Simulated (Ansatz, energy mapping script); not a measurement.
# ScNiO2 in the infinite layer structure: energy mapping under PBEsol+U (5.7 eV), part 2 of 3

Wanted: the magnetic order of ScNiO2 in the infinite layer structure, its couplings and an estimate of its ordering temperature, by PBEsol+U (5.7 eV).

PBEsol with U = 5.7 eV on Ni d, ortho-atomic projectors; plane waves, U on orthogonalised atomic orbitals unless named otherwise, collinear spin, no spin–orbit coupling.

So far. Step 4 (Order 1: parallel, cell A of 8 atoms): The run ends ferromagnetic.

### Step 5. Run 2 (compensated +−; cell A, 8 atoms)

This order reverses 2 of the 2 neighbours at 2.84 Å, 0 of the 4 neighbours at 3.77 Å and 8 of the 8 neighbours at 4.72 Å, counted for an average magnetic atom.

Contents of input.yaml:

```yaml
crystal:
  lattice:
    - [3.768207841, 0.0, 0.0]
    - [0.0, 3.768207841, 0.0]
    - [0.0, 0.0, 5.678144004]
  atoms:
    - { symbol: Sc, position: [0.5, 0.5, 0.25] }
    - { symbol: Sc, position: [0.5, 0.5, 0.75] }
    - { symbol: Ni, position: [0.0, 0.0, 0.0], spin: 2.0 }
    - { symbol: Ni, position: [0.0, 0.0, 0.5], spin: -2.0 }
    - { symbol: O, position: [0.5, 0.0, 0.0] }
    - { symbol: O, position: [0.5, 0.0, 0.5] }
    - { symbol: O, position: [0.0, 0.5, 0.0] }
    - { symbol: O, position: [0.0, 0.5, 0.5] }
magnetization:
  spin_polarized: true
kpoints:
  mp_grid: { grid: [10, 10, 7] }
hamiltonian:
  xc: pbesol
  hubbard:
    sites:
      - { species: Ni, l: d, u_eff: 5.7 }
      - { site: 2, l: d, u_eff: 5.7, starting_ns: [{ spin: up, occupation_matrix: ni2_major }, { spin: down, occupation_matrix: ni2_minor }] }
      - { site: 3, l: d, u_eff: 5.7, starting_ns: [{ spin: up, occupation_matrix: ni2_minor }, { spin: down, occupation_matrix: ni2_major }] }
    projectors: ortho-atomic
    occupation_matrices:
      ni2_major:
        matrix:
          - [0.926, 0.0, 0.0, 0.0, 0.0]
          - [0.0, 0.979, 0.0, 0.0, 0.0]
          - [0.0, 0.0, 0.979, 0.0, 0.0]
          - [0.0, 0.0, 0.0, 0.879, 0.0]
          - [0.0, 0.0, 0.0, 0.0, 0.983]
      ni2_minor:
        matrix:
          - [0.9, 0.0, 0.0, 0.0, 0.0]
          - [0.0, 0.973, 0.0, 0.0, 0.0]
          - [0.0, 0.0, 0.973, 0.0, 0.0]
          - [0.0, 0.0, 0.0, 0.186, 0.0]
          - [0.0, 0.0, 0.0, 0.0, 0.979]
scf:
  occupations: { method: fermi_dirac, width: 0.05 }
output:
  eigenvalues: true
  write_density: true
  write_potential: true
  elf: true
  volumetric_format: npy
```

Command:

```console
> ansatz run input.yaml --threads 4 --pin off --max-ram 8192MiB --backend cpu --events-out ev --progress --plain --runs-dir out
```

Numbers of over 12 decimals in the logs are rounded to 6 here.

Output:

```text
[...]
Crystal: 8 atoms, lattice volume = 80.626 Å³
Basis set: ecut = 420 eV, 1555 PW (Γ)
Bands: 52, of which v1, the nominal top of the filled ones, is band 41 counted from 1 (40 counted from 0)
Symmetry: 16 space group operations
[...]
k-points: 84 of 700
[...]
Starting moments: Σ|m| = 4 μB on 2 of 8 sites
Starting magnetic order: antiferromagnet; a translation exchanges its spin sublattices: spin-degenerate at every k-point
[...]
SCF iter   1: F=—  HF=-18084.335289 eV  |F-HF|=—  |Δ(HF+E_count)|=         —  Δρ=1.60e-1 (↑1.60e-1 ↓1.60e-1)  dr2=3.84e1  dr2_m=7.01e0  M=0.000 μB ∫|m|=1.384 μB  β_m=0.30  ethr=3.10e-3  ⟨swp⟩=5.1  Hψ=13283  notcnv=0  defer=12
[...]
SCF iter  15: F=-18078.069915 eV  HF=-18078.069915 eV  |F-HF|=4.91e-10  |Δ(HF+E_count)|=   2.82e-8  Δρ=1.03e-6 (↑1.03e-6 ↓1.03e-6)  dr2=1.07e-9  dr2_m=5.55e-10  M=0.000 μB ∫|m|=1.683 μB  ethr=1.22e-10  ⟨swp⟩=8.5  Hψ=11340  notcnv=0
SCF 1 converged in 15 iterations: F = -18078.069915 eV  dr2 = 1.07e-9
[...]
SCF converged after 15 iterations
Magnetization: 0.0000 μB (41.0000 up, 41.0000 down)
Absolute magnetization: 1.6820 μB (∫|ρ↑−ρ↓|, with the PAW one-centre terms)
[...]
Per-site moments (μB) at R_I (Å): [(-4.8268260276500955e-18, 0.973092), (4.936363620901278e-18, 0.973092), (0.741556, 0.777193), (-0.741556, 0.777193), (-0.00132221, 0.777193), (0.00132221, 0.777193), (-0.00132221, 0.777193), (0.00132221, 0.777193)]
Free energy (F): -18078.069915 eV
[...]
Internal energy: -18078.057177 eV  (E = F + TS)
E sigma→0 (E₀):  -18078.063546 eV
Entropy (-TS):   -0.012737 eV (-1.592 meV/atom)
Fermi energy:    14.387417 eV
[...]
--- Specified on-site occupations, and those of the state reported ---
  electrons in the specified blocks: 17.5140 specified, 17.5192 found
[...]
--- Band table (eV; the first three rows and the last of 168) ---
  k-point 0 ↑: bands = [... 37 lower, 11.3785, 11.3785, 11.5795, 12.6928, 13.4168, 16.1771, 16.2324, 16.2617, ... 7 higher]
  k-point 1 ↑: bands = [... 37 lower, 11.3629, 11.3629, 11.3863, 12.6288, 13.5858, 16.1807, 16.2575, 16.3769, ... 7 higher]
  k-point 2 ↑: bands = [... 37 lower, 11.2422, 11.3196, 11.3196, 12.4436, 14.0822, 16.1904, 16.2462, 16.6403, ... 7 higher]
  k-point 83 ↓: bands = [... 37 lower, 12.5126, 12.9397, 12.9397, 15.7670, 15.9750, 16.0022, 16.3296, 16.4810, ... 7 higher]
Occupation matrices written to <dir>
```

Wall time 11 s (4 threads of Arm Neoverse V1, shared host); peak memory 0.87 GiB; 43 s of CPU time.

Spin moment in the sphere by atom:

```
atom  spin moment in the sphere (μB)
 Sc1                           0.000
 Sc2                           0.000
 Ni3                           0.742
 Ni4                          -0.742
  O5                          -0.001
  O6                           0.001
  O7                          -0.001
  O8                           0.001
```

The run ends antiferromagnetic, 0.10 meV a magnetic atom below the parallel order of its cell (energies taken at zero occupation width, not the printed F).

Spin density in the ac plane at fractional y = 0.000, with atoms of Ni and O within 0.2 Å of it.

Ten even steps from '_' (-2.2 e/Å³) to '@' (2.5 e/Å³), each cell a mean:
```
****++==================++**
============================
============================
============================
============================
============================
============================
============================
============================
....--==================::..
____::==================::__
==--========================
============================
============================
============================
============================
============================
============================
============================
++++++==================++++
@@%%**================++**@@
```
Columns run along a (3.8 Å), rows up along c (5.7 Å). Atoms in or near the plane, at fractional coordinates: Ni at (0.00, 0.00), Ni at (0.00, 0.50), O at (0.50, 0.00), O at (0.50, 0.50).

ELF in the ac plane at fractional y = 0.000, with atoms of Ni and O within 0.2 Å of it. It is the smooth field of the valence electrons, not physical close to the nuclei.

Values, 21 rows by 14 columns, each cell a mean:
```
0.55 0.44 0.24 0.15 0.50 0.77 0.65 0.54 0.71 0.75 0.39 0.14 0.29 0.48
0.36 0.33 0.22 0.15 0.41 0.74 0.80 0.79 0.80 0.68 0.32 0.14 0.25 0.34
0.25 0.24 0.18 0.14 0.28 0.57 0.73 0.76 0.70 0.49 0.23 0.14 0.20 0.24
0.19 0.19 0.17 0.14 0.15 0.26 0.38 0.40 0.35 0.22 0.14 0.14 0.17 0.19
0.17 0.17 0.15 0.11 0.09 0.09 0.10 0.10 0.10 0.09 0.09 0.13 0.16 0.17
0.18 0.17 0.16 0.12 0.10 0.11 0.14 0.14 0.13 0.11 0.10 0.13 0.16 0.17
0.20 0.20 0.17 0.14 0.18 0.33 0.48 0.51 0.45 0.29 0.16 0.15 0.18 0.20
0.26 0.25 0.19 0.14 0.30 0.61 0.76 0.78 0.73 0.53 0.25 0.14 0.21 0.26
0.40 0.35 0.23 0.15 0.44 0.76 0.78 0.75 0.79 0.71 0.34 0.14 0.26 0.37
0.60 0.47 0.25 0.15 0.52 0.77 0.59 0.45 0.67 0.76 0.40 0.14 0.30 0.51
0.65 0.49 0.25 0.16 0.53 0.77 0.53 0.37 0.63 0.76 0.41 0.14 0.31 0.55
0.45 0.38 0.23 0.15 0.46 0.77 0.75 0.70 0.77 0.73 0.36 0.14 0.27 0.40
0.30 0.28 0.20 0.14 0.35 0.68 0.80 0.81 0.78 0.61 0.28 0.14 0.22 0.29
0.21 0.21 0.17 0.14 0.21 0.41 0.57 0.61 0.54 0.35 0.18 0.14 0.18 0.21
0.18 0.18 0.16 0.13 0.11 0.15 0.20 0.22 0.19 0.14 0.11 0.14 0.17 0.18
0.17 0.17 0.15 0.11 0.09 0.08 0.07 0.07 0.08 0.08 0.09 0.12 0.16 0.17
0.19 0.18 0.17 0.13 0.13 0.20 0.29 0.31 0.27 0.18 0.13 0.14 0.17 0.18
0.23 0.22 0.18 0.14 0.24 0.48 0.65 0.68 0.61 0.41 0.20 0.14 0.19 0.22
0.32 0.30 0.21 0.15 0.38 0.71 0.80 0.80 0.79 0.64 0.29 0.14 0.23 0.31
0.50 0.41 0.24 0.15 0.49 0.78 0.70 0.62 0.74 0.75 0.37 0.14 0.28 0.44
0.67 0.51 0.25 0.16 0.54 0.76 0.50 0.32 0.61 0.76 0.42 0.13 0.31 0.56
```
Columns run along a (3.8 Å), rows up along c (5.7 Å). Atoms in or near the plane, at fractional coordinates: Ni at (0.00, 0.00), Ni at (0.00, 0.50), O at (0.50, 0.00), O at (0.50, 0.50).

### Step 6. Run 3 (parallel; cell B, 8 atoms)

A new cell needs its own zero of energy.

This run holds the same structure in another cell (a 3.768 → 2.839 Å, c 5.678 → 7.536 Å).

Contents of input.yaml:

```yaml
crystal:
  lattice:
    - [0.0, 0.0, 2.839072002]
    - [3.768207841, 0.0, 0.0]
    - [0.0, 7.536415682, 0.0]
  atoms:
    - { symbol: Sc, position: [0.5, 0.5, 0.25] }
    - { symbol: Sc, position: [0.5, 0.5, 0.75] }
    - { symbol: Ni, position: [0.0, 0.0, 0.0], spin: 2.0 }
    - { symbol: Ni, position: [0.0, 0.0, 0.5], spin: 2.0 }
    - { symbol: O, position: [0.0, 0.5, 0.0] }
    - { symbol: O, position: [0.0, 0.5, 0.5] }
    - { symbol: O, position: [0.0, 0.0, 0.25] }
    - { symbol: O, position: [0.0, 0.0, 0.75] }
magnetization:
  spin_polarized: true
kpoints:
  mp_grid: { grid: [13, 10, 5] }
hamiltonian:
  xc: pbesol
  hubbard:
    sites:
      - { species: Ni, l: d, u_eff: 5.7 }
      - { site: 2, l: d, u_eff: 5.7, starting_ns: [{ spin: up, occupation_matrix: ni2_major }, { spin: down, occupation_matrix: ni2_minor }] }
      - { site: 3, l: d, u_eff: 5.7, starting_ns: [{ spin: up, occupation_matrix: ni2_major }, { spin: down, occupation_matrix: ni2_minor }] }
    projectors: ortho-atomic
    occupation_matrices:
      ni2_major:
        matrix:
          - [0.926, 0.0, 0.0, 0.0, 0.0]
          - [0.0, 0.979, 0.0, 0.0, 0.0]
          - [0.0, 0.0, 0.979, 0.0, 0.0]
          - [0.0, 0.0, 0.0, 0.879, 0.0]
          - [0.0, 0.0, 0.0, 0.0, 0.983]
      ni2_minor:
        matrix:
          - [0.9, 0.0, 0.0, 0.0, 0.0]
          - [0.0, 0.973, 0.0, 0.0, 0.0]
          - [0.0, 0.0, 0.973, 0.0, 0.0]
          - [0.0, 0.0, 0.0, 0.186, 0.0]
          - [0.0, 0.0, 0.0, 0.0, 0.979]
scf:
  occupations: { method: fermi_dirac, width: 0.05 }
output:
  eigenvalues: true
```

Output:

```text
[...]
Crystal: 8 atoms, lattice volume = 80.626 Å³
Basis set: ecut = 420 eV, 1577 PW (Γ)
Bands: 52, of which v1, the nominal top of the filled ones, is band 41 counted from 1 (40 counted from 0)
Symmetry: 16 space group operations
[...]
k-points: 126 of 650
[...]
Starting moments: Σ|m| = 4 μB on 2 of 8 sites
[...]
k-point 1 ↑: bands = [... 37 lower, 11.6659, 11.7981, 12.0581, 12.6598, 12.9094, 13.4835, 14.2113, 16.1906, ... 7 higher]
  k-point 2 ↑: bands = [... 37 lower, 11.8194, 12.1502, 12.2274, 12.4781, 12.6295, 13.7319, 14.0045, 16.2368, ... 7 higher]
  k-point 125 ↓: bands = [... 37 lower, 12.6452, 13.5083, 13.5681, 14.6813, 15.3123, 16.0970, 16.2289, 16.7284, ... 7 higher]
Occupation matrices written to <dir>
[key lines of the parts left out:]
SCF converged after 15 iterations
Magnetization: 1.4734 μB (41.7367 up, 40.2633 down)
Free energy (F): -18078.069816 eV
Fermi energy:    14.406738 eV
```

Run time: 27 s. Hardware: 4 threads; peak memory 1.1 GiB; 1.7 min of CPU time.

The run ends ferromagnetic. For each magnetic atom its energy differs from the parallel run of the first cell by -0.04 meV, an error that one common reference would have brought in.

### Step 7. Run 4 (compensated +−; cell B, 8 atoms)

This order reverses 0 of the 2 neighbours at 2.84 Å, 2 of the 4 neighbours at 3.77 Å and 4 of the 8 neighbours at 4.72 Å, counted for an average magnetic atom.

Edit input.yaml of step 6 so:

```diff
@@ -9,3 +9,3 @@
     - { symbol: Ni, position: [0.0, 0.0, 0.0], spin: 2.0 }
-    - { symbol: Ni, position: [0.0, 0.0, 0.5], spin: 2.0 }
+    - { symbol: Ni, position: [0.0, 0.0, 0.5], spin: -2.0 }
     - { symbol: O, position: [0.0, 0.5, 0.0] }
@@ -24,3 +24,3 @@
       - { site: 2, l: d, u_eff: 5.7, starting_ns: [{ spin: up, occupation_matrix: ni2_major }, { spin: down, occupation_matrix: ni2_minor }] }
-      - { site: 3, l: d, u_eff: 5.7, starting_ns: [{ spin: up, occupation_matrix: ni2_major }, { spin: down, occupation_matrix: ni2_minor }] }
+      - { site: 3, l: d, u_eff: 5.7, starting_ns: [{ spin: up, occupation_matrix: ni2_minor }, { spin: down, occupation_matrix: ni2_major }] }
     projectors: ortho-atomic
```

Output:

```text
[...]
Crystal: 8 atoms, lattice volume = 80.626 Å³
Basis set: ecut = 420 eV, 1577 PW (Γ)
Bands: 52, of which v1, the nominal top of the filled ones, is band 41 counted from 1 (40 counted from 0)
Symmetry: 8 space group operations
[...]
k-points: 126 of 650
[...]
Starting moments: Σ|m| = 4 μB on 2 of 8 sites
[...]
k-point 1 ↑: bands = [... 37 lower, 11.9209, 12.2252, 12.2570, 13.1368, 13.4912, 14.1838, 16.1848, 16.3041, ... 7 higher]
  k-point 2 ↑: bands = [... 37 lower, 12.0179, 12.3609, 12.3910, 12.8815, 13.7304, 13.9921, 16.2214, 16.2737, ... 7 higher]
  k-point 125 ↓: bands = [... 37 lower, 12.6155, 12.8394, 13.5702, 14.6365, 14.9085, 15.2935, 16.0906, 16.2560, ... 7 higher]
Occupation matrices written to <dir>
[key lines of the parts left out:]
SCF converged after 15 iterations
Magnetization: 0.0000 μB (41.0000 up, 41.0000 down)
Free energy (F): -18077.882091 eV
Fermi energy:    14.350657 eV
```

Elapsed: 15 s, on 4 threads; peak memory 1.1 GiB; 60 s of CPU time.

The run ends antiferromagnetic, 95.75 meV a magnetic atom above the parallel order of its cell (energies taken at zero occupation width, not the printed F).

### Step 8. Parallel start in cell C (8 atoms)

A new cell needs its own zero of energy.

This run holds the same structure in another cell (a 2.839 → 4.718 Å, b 3.768 → 4.718 Å, c 7.536 → 4.718 Å, α 90.0 → 106.0°, β 90.0 → 111.2°, γ 90.0 → 111.2°).

Contents of input.yaml:

```yaml
crystal:
  lattice:
    - [3.768207841, 0.0, 2.839072002]
    - [0.0, -3.768207841, -2.839072002]
    - [0.0, 3.768207841, -2.839072002]
  atoms:
    - { symbol: Sc, position: [0.5, 0.25, 0.75] }
    - { symbol: Sc, position: [0.5, 0.75, 0.25] }
    - { symbol: Ni, position: [0.0, 0.5, 0.5], spin: 2.0 }
    - { symbol: Ni, position: [0.0, 0.0, 0.0], spin: 2.0 }
    - { symbol: O, position: [0.5, 0.75, 0.75] }
    - { symbol: O, position: [0.5, 0.25, 0.25] }
    - { symbol: O, position: [0.0, 0.25, 0.75] }
    - { symbol: O, position: [0.0, 0.75, 0.25] }
magnetization:
  spin_polarized: true
kpoints:
  mp_grid: { grid: [10, 10, 10] }
hamiltonian:
  xc: pbesol
  hubbard:
    sites:
      - { species: Ni, l: d, u_eff: 5.7 }
      - { site: 2, l: d, u_eff: 5.7, starting_ns: [{ spin: up, occupation_matrix: ni2_major }, { spin: down, occupation_matrix: ni2_minor }] }
      - { site: 3, l: d, u_eff: 5.7, starting_ns: [{ spin: up, occupation_matrix: ni2_major }, { spin: down, occupation_matrix: ni2_minor }] }
    projectors: ortho-atomic
    occupation_matrices:
      ni2_major:
        matrix:
          - [0.926, 0.0, 0.0, 0.0, 0.0]
          - [0.0, 0.979, 0.0, 0.0, 0.0]
          - [0.0, 0.0, 0.979, 0.0, 0.0]
          - [0.0, 0.0, 0.0, 0.879, 0.0]
          - [0.0, 0.0, 0.0, 0.0, 0.983]
      ni2_minor:
        matrix:
          - [0.9, 0.0, 0.0, 0.0, 0.0]
          - [0.0, 0.973, 0.0, 0.0, 0.0]
          - [0.0, 0.0, 0.973, 0.0, 0.0]
          - [0.0, 0.0, 0.0, 0.186, 0.0]
          - [0.0, 0.0, 0.0, 0.0, 0.979]
scf:
  occupations: { method: fermi_dirac, width: 0.05 }
output:
  eigenvalues: true
```

Output:

```text
[...]
Crystal: 8 atoms, lattice volume = 80.626 Å³
Basis set: ecut = 420 eV, 1545 PW (Γ)
Bands: 52, of which v1, the nominal top of the filled ones, is band 41 counted from 1 (40 counted from 0)
Symmetry: 32 space group operations
[...]
k-points: 102 of 1000
[...]
Starting moments: Σ|m| = 4 μB on 2 of 8 sites
[...]
k-point 1 ↑: bands = [... 37 lower, 12.1624, 12.2289, 12.3097, 12.7599, 13.5352, 14.0334, 15.8886, 16.0365, ... 7 higher]
  k-point 2 ↑: bands = [... 37 lower, 12.1028, 12.1180, 12.2226, 12.5529, 13.9362, 14.7886, 15.6155, 16.2167, ... 7 higher]
  k-point 101 ↓: bands = [... 37 lower, 13.0462, 13.0793, 13.0793, 15.2620, 16.2761, 16.7973, 17.0235, 17.8170, ... 7 higher]
Occupation matrices written to <dir>
[key lines of the parts left out:]
SCF converged after 14 iterations
Magnetization: 1.4640 μB (41.7320 up, 40.2680 down)
Free energy (F): -18078.069070 eV
Fermi energy:    14.438083 eV
```

Wall time 23 s (4 threads); peak memory 1 GiB; 89 s of CPU time.

The run ends ferromagnetic. For each magnetic atom its energy differs from the parallel run of the first cell by 0.55 meV, an error that one common reference would have brought in.

### Step 9. Compensated +− start in cell C (8 atoms)

This order reverses 2 of the 2 neighbours at 2.84 Å, 4 of the 4 neighbours at 3.77 Å and 0 of the 8 neighbours at 4.72 Å, counted for an average magnetic atom.

Edit input.yaml of step 8 so:

```diff
@@ -9,3 +9,3 @@
     - { symbol: Ni, position: [0.0, 0.5, 0.5], spin: 2.0 }
-    - { symbol: Ni, position: [0.0, 0.0, 0.0], spin: 2.0 }
+    - { symbol: Ni, position: [0.0, 0.0, 0.0], spin: -2.0 }
     - { symbol: O, position: [0.5, 0.75, 0.75] }
@@ -24,3 +24,3 @@
       - { site: 2, l: d, u_eff: 5.7, starting_ns: [{ spin: up, occupation_matrix: ni2_major }, { spin: down, occupation_matrix: ni2_minor }] }
-      - { site: 3, l: d, u_eff: 5.7, starting_ns: [{ spin: up, occupation_matrix: ni2_major }, { spin: down, occupation_matrix: ni2_minor }] }
+      - { site: 3, l: d, u_eff: 5.7, starting_ns: [{ spin: up, occupation_matrix: ni2_minor }, { spin: down, occupation_matrix: ni2_major }] }
     projectors: ortho-atomic
```

Output:

```text
[...]
Crystal: 8 atoms, lattice volume = 80.626 Å³
Basis set: ecut = 420 eV, 1545 PW (Γ)
Bands: 52, of which v1, the nominal top of the filled ones, is band 41 counted from 1 (40 counted from 0)
Symmetry: 16 space group operations
[...]
k-points: 102 of 1000
[...]
Starting moments: Σ|m| = 4 μB on 2 of 8 sites
[...]
k-point 1 ↑: bands = [... 37 lower, 12.7026, 12.7595, 13.1974, 13.4180, 13.5655, 14.2156, 15.8221, 15.8757, ... 7 higher]
  k-point 2 ↑: bands = [... 37 lower, 12.5842, 12.6773, 13.0886, 13.7289, 13.7772, 14.8989, 16.0501, 16.1020, ... 7 higher]
  k-point 101 ↓: bands = [... 37 lower, 12.9903, 13.0748, 13.0748, 13.5392, 15.0784, 16.1191, 16.8920, 17.6397, ... 7 higher]
Occupation matrices written to <dir>
[key lines of the parts left out:]
SCF converged after 15 iterations
Magnetization: 0.0000 μB (41.0000 up, 41.0000 down)
Free energy (F): -18077.736067 eV
Fermi energy:    14.012763 eV
```

Elapsed: 15 s, on 4 threads; peak memory 0.97 GiB.

The run ends antiferromagnetic, 169.55 meV a magnetic atom above the parallel order of its cell (energies taken at zero occupation width, not the printed F).

[end of part 2 of 3]

[Logs and program files are shortened in this print: banners, set-up blocks, solver, clock and traceback lines can be left out without a mark of their own.]

[Logs are printed without paths, hosts, clocks, repeated set-up lines and the standing remarks that a program may print on its own settings, such as how far it seeks lower states.]

[Hosts, paths, dates, database ids (printed as entryN), source tags and the programs' standing remarks are cut or masked in the printed files.]

[Where a cell is said to come from a database of computed structures, the database is the Materials Project.]
